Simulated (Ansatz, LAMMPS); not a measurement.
# Force difference against the radius of support functions in Li+ FSI- in tetrahydrofuran and dimethoxyethane and dimethyl sulfoxide at 350 K (193 atoms)

Density of this cell: 1.27 g/cm³. The cell holds 193 atoms: 36 C, 35 O, 88 H, 14 S, 5 N, 10 F and 5 Li. Cell: a = 13.345 Å, b = 13.345 Å, c = 13.345 Å, α = 90.0°, β = 90.0°, γ = 90.0°. 3 tetrahydrofuran, 4 dimethoxyethane, 4 dimethyl sulfoxide, 5 Li+, 5 FSI- placed at random, at 1.27 g/cm³; overlaps pushed apart, then 10 ps at 550 K with Joung-Cheatham ions (J. Phys. Chem. B 112, 9020 (2008)); MMFF94 bonds, angles, torsions, charges and radii (Halgren, J. Comput. Chem. 17, 490 (1996)) in harmonic and 12-6 forms; charges of ions scaled by 0.8. Snapshot after 30 ps at 350 K and fixed volume.

Calculated with Ansatz 0.2.0: Kohn-Sham DFT, PBE+D4, PAW (set soft_2), localised support functions (medium), with the radius typed; the reference is Kohn-Sham DFT, PBE+D4, PAW (set soft_2), plane waves, cutoff 750 eV, Γ point, fermi-dirac smearing of 0.05 eV, with an r.m.s. force component of 1.04 eV/Å.

```
radius (Å)  r.m.s. force difference (meV/Å)     time
      3.44                            0.681  2.3 min
      3.72                            0.598  2.3 min
      3.97                            0.539  2.7 min
      4.25                                ?        ?
      4.79                            0.471  4.8 min
      5.32                            0.463  7.3 min
```

**Question.** Fit a power law of the radius to the rows given and interpolate to the withheld row.

Worked fit:

A power law y = A x^b is a line in u = ln x and v = ln y.

| u = ln x | v = ln y |
| --- | --- |
| 1.23547 | -0.384193 |
| 1.31372 | -0.514165 |
| 1.37877 | -0.618040 |
| 1.56653 | -0.752897 |
| 1.67147 | -0.770028 |

With n = 5: mean u = 1.43319, mean v = -0.607865, Σ(u − ū)² = 0.13089, Σ(u − ū)(v − v̄) = -0.11284. Slope b = -0.11284 / 0.13089 = -0.86216; intercept a = v̄ − b ū = 0.62777.

At the withheld row u = 1.447, v = a + b u = -0.6197, and y = exp(v).

Prediction at 4.25: 0.5381 meV/Å. The run gave 0.504 meV/Å, so the fit is high by 0.034 meV/Å (6.8 % of the value).

The fitted exponent is -0.86. Between neighbouring rows, the withheld one included, the exponents are -1.7, -1.6, -0.99, -0.57 and -0.16, so one power law doesn't hold over the range: the values level off at a floor. Among the rows given, the largest relative miss of the fit is at 3.97, by 0.032 meV/Å (5.9 %).

Limits: The difference holds the reference's own basis error, which sets a floor under it.

[Logs are printed without paths, hosts, clocks, repeated set-up lines and the standing remarks that a program may print on its own settings, such as how far it seeks lower states.]

[Hosts, paths, dates, database ids (printed as entryN), source tags and the programs' standing remarks are cut or masked in the printed files.]

[The MMFF94 radii named for the starting cell were scaled by 0.96; in molecules described by MMFF94, hydrogen bound to N, O or S took a small fixed 12-6 site in their place.]
